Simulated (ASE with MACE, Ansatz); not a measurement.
# Which site? W in place of Mo in Σ9 (221)[1-10] symmetric tilt boundary in Mo (40 atoms): runs compared

At which site of Σ9 (221)[1-10] symmetric tilt boundary in Mo (40 atoms) does W in place of Mo cost least, and what about the site decides it?

Computed with Ansatz 0.2.0: Kohn-Sham DFT, PBE, PAW (set soft_2), plane waves.

## Step 1: The cell as built

The cell holds 40 atoms: 40 Mo. Cell: a = 7.066 Å, b = 7.066 Å, c = 21.967 Å, α = 90.0°, β = 90.0°, γ = 36.9°. It derives from Mo. Two grains of Mo, one the mirror image of the other in the boundary plane, two boundaries a cell; of 4 trial joints (lateral shifts, openings, close atoms taken out) the lowest after a short relaxation with the MACE-MP-0b2 potential was kept (shift [0.5, 0.0] of the surface cell, opening 0.96 Å, one of each pair under 1.92 Å removed), then its atoms and the cell's length along the normal were relaxed with that potential. Lattice constants are starting values near those of PBE. Regions: lower grain, 20 atoms (20 Mo); upper grain, 20 atoms (20 Mo).

What the set-up can't give: The cell is under 6 Å thick along two periodic directions, so every atom has periodic images of itself close by, which move with it and show among its neighbours and in g(r).

## Step 2: The reference run

The reference is a single point at the end of the relaxation.

Every defect cell starts from the geometry of this run and is relaxed in the fixed cell.

Its input, with most atom lines left out:

```yaml
crystal:
  lattice:
    - [7.06597, 0.0, 0.0]
    - [5.65278, 4.23958, 0.0]
    - [0.0, 0.0, 21.96667]
  atoms:
    - { symbol: Mo, position: [0.7603, 0.77955, 0.00397] }
    - { symbol: Mo, position: [0.16564, 0.17525, 0.01979] }
    - { symbol: Mo, position: [0.56794, 0.54344, 0.05128] }
    - { symbol: Mo, position: [0.94739, 0.94191, 0.0698] }
    - { symbol: Mo, position: [0.33015, 0.33702, 0.09237] }
    - { symbol: Mo, position: [0.72024, 0.72716, 0.12108] }
    - { symbol: Mo, position: [0.1159, 0.10792, 0.14384] }
    [... atom lines 8 to 40 left out ...]
kpoints:
  mp_grid: { grid: [4, 4, 1] }
hamiltonian:
  xc: pbe
scf:
  occupations: { method: fermi_dirac, width: 0.1 }
output:
  forces: true
  stress: true
  populations: true
  dos:
    method: { smearing: { sigma: 0.08 } }
    de: 0.1
    projected:
      site_lists:
        Mo: [Mo]
        lower_grain: [0, 1, 2, 3, 4, 5, 6, 7, 8, 9, 10, 11, 12, 13, 14, 15, 16, 17, 18, 19]
        upper_grain: [20, 21, 22, 23, 24, 25, 26, 27, 28, 29, 30, 31, 32, 33, 34, 35, 36, 37, 38, 39]
  eigenvalues: true
  write_density: true
  write_potential: true
  volumetric_format: npy
```

* free energy per atom: -4955.8164 eV/atom
* r.m.s. force component: 0.01683 eV/Å
* pressure: -3.169 GPa

114 levels are partly filled, by over 2 % (on the run's k-points), as in a metal.

## Step 3: The runs

Each row is one run, on 1 × NVIDIA H100 80GB HBM3 with 6 threads of AMD EPYC 7R13 (Zen 3), shared host. The free energy is the program's total, comparable only between runs with the same functional, potentials and atoms.

| run | atoms | outcome | ionic steps, all passes | free energy (eV) | time | host memory (GiB) | planned on the GPU (GiB) |
| --- | --- | --- | --- | --- | --- | --- | --- |
| Single point at the start | 40 | converged | - | -198231.468 | 6.2 s | 1.2 | 14 |
| Relaxation | 40 | converged | 4 | -198232.657 | 10 s | 1.3 | 14 |
| Single point at the relaxed geometry | 40 | converged | - | -198232.657 | 5.9 s | 1.6 | 15 |
| W on a site of Mo, site Mo18 | 40 | converged | 3 | -203661.346 | 9.5 s | 1.4 | 16 |
| W on a site of Mo, site Mo31 | 40 | converged | 3 | -203661.468 | 9.3 s | 1.4 | 16 |
| W on a site of Mo, site Mo27 | 40 | converged | 3 | -203661.469 | 8.3 s | 1.4 | 16 |
| W on a site of Mo, site Mo2 | 40 | converged | 3 | -203661.335 | 7.2 s | 1.4 | 16 |
| W on a site of Mo, site Mo28 | 40 | converged | 3 | -203661.452 | 7 s | 1.4 | 16 |

In some runs the program notes that positions were snapped to a detected symmetry.

Local excerpt of 15 atoms (numbers count through the whole input) about site Mo27, the cheapest one, after relaxation; x, y, z are measured from there.

| atom | x | y | z | distance (Å) |
| --- | --- | --- | --- | --- |
| W27 | 0.00 | 0.00 | 0.01 | 0.01 |
| Mo26 | 2.12 | -1.61 | 0.50 | 2.71 |
| Mo30 | 2.10 | 0.73 | -1.58 | 2.73 |
| Mo28 | -0.72 | -2.58 | -0.53 | 2.73 |
| Mo28 | -2.14 | 1.66 | -0.53 | 2.75 |
| Mo26 | 0.71 | 2.63 | 0.50 | 2.77 |
| Mo24 | -2.13 | -0.70 | 1.63 | 2.77 |
| Mo32 | -0.73 | -0.22 | -2.67 | 2.78 |
| Mo22 | 0.73 | 0.29 | 2.72 | 2.84 |
| Mo23 | -1.41 | 1.85 | 2.04 | 3.09 |
| Mo23 | 0.00 | -2.39 | 2.04 | 3.14 |
| Mo29 | -2.83 | -0.93 | -1.04 | 3.15 |
| Mo31 | 1.40 | -1.88 | -2.12 | 3.16 |
| Mo31 | -0.01 | 2.36 | -2.12 | 3.17 |
| Mo25 | 2.81 | 0.97 | 1.13 | 3.18 |

## Step 4: The sites compared

All these cells hold the same atoms, so their energies can be compared with no chemical potential.

| site | neighbours | mean distance (Å) | atoms within 6 Å | region | distance to the other part (Å; 6 means 6 or more) | energy over the best site (eV) | before relaxation (eV) | gain on relaxing (eV) |
| --- | --- | --- | --- | --- | --- | --- | --- | --- |
| Mo27 | Mo8 | 2.76 | 56 | upper grain | 4.5 | 0.00 | 0.00 | 0.00 |
| Mo31 | Mo8 | 2.75 | 57 | upper grain | 6.0 | 0.00 | 0.00 | 0.00 |
| Mo28 | Mo8 | 2.74 | 57 | upper grain | 4.9 | 0.02 | 0.02 | 0.00 |
| Mo18 | Mo7 | 2.71 | 54 | lower grain | 2.5 | 0.12 | 0.13 | 0.01 |
| Mo2 | Mo7 | 2.73 | 54 | lower grain | 2.7 | 0.13 | 0.14 | 0.01 |

## Step 5: Outcome

The cheapest site is Mo27 (8 neighbours, Mo8, in the upper grain); the dearest, Mo2 (7 neighbours, Mo7, in the lower grain), costs 0.13 eV more. Mo31 and Mo28 lie within 0.02 eV of the cheapest, a tie at this tolerance. Over 5 sites the energy falls with the distance to the other part (correlation -0.93). Relaxation gains 0.0023 to 0.0073 eV and leaves the best site the same.

**Limits.** Defects are neutral and interact with their images. Only 5 of the 40 Mo sites were tried; unless symmetry makes the others alike to these, a cheaper one may exist. The host structure and its lattice constant were typed by rule, without a check against the phase diagram. The pressure of -3.2 GPa says that the cell would shrink at this level of theory.

The DFT runs together took 63 s of wall time.

[Logs are printed without paths, hosts, clocks, repeated set-up lines and the standing remarks that a program may print on its own settings, such as how far it seeks lower states.]

[Hosts, paths, dates, database ids (printed as entryN), source tags and the programs' standing remarks are cut or masked in the printed files.]
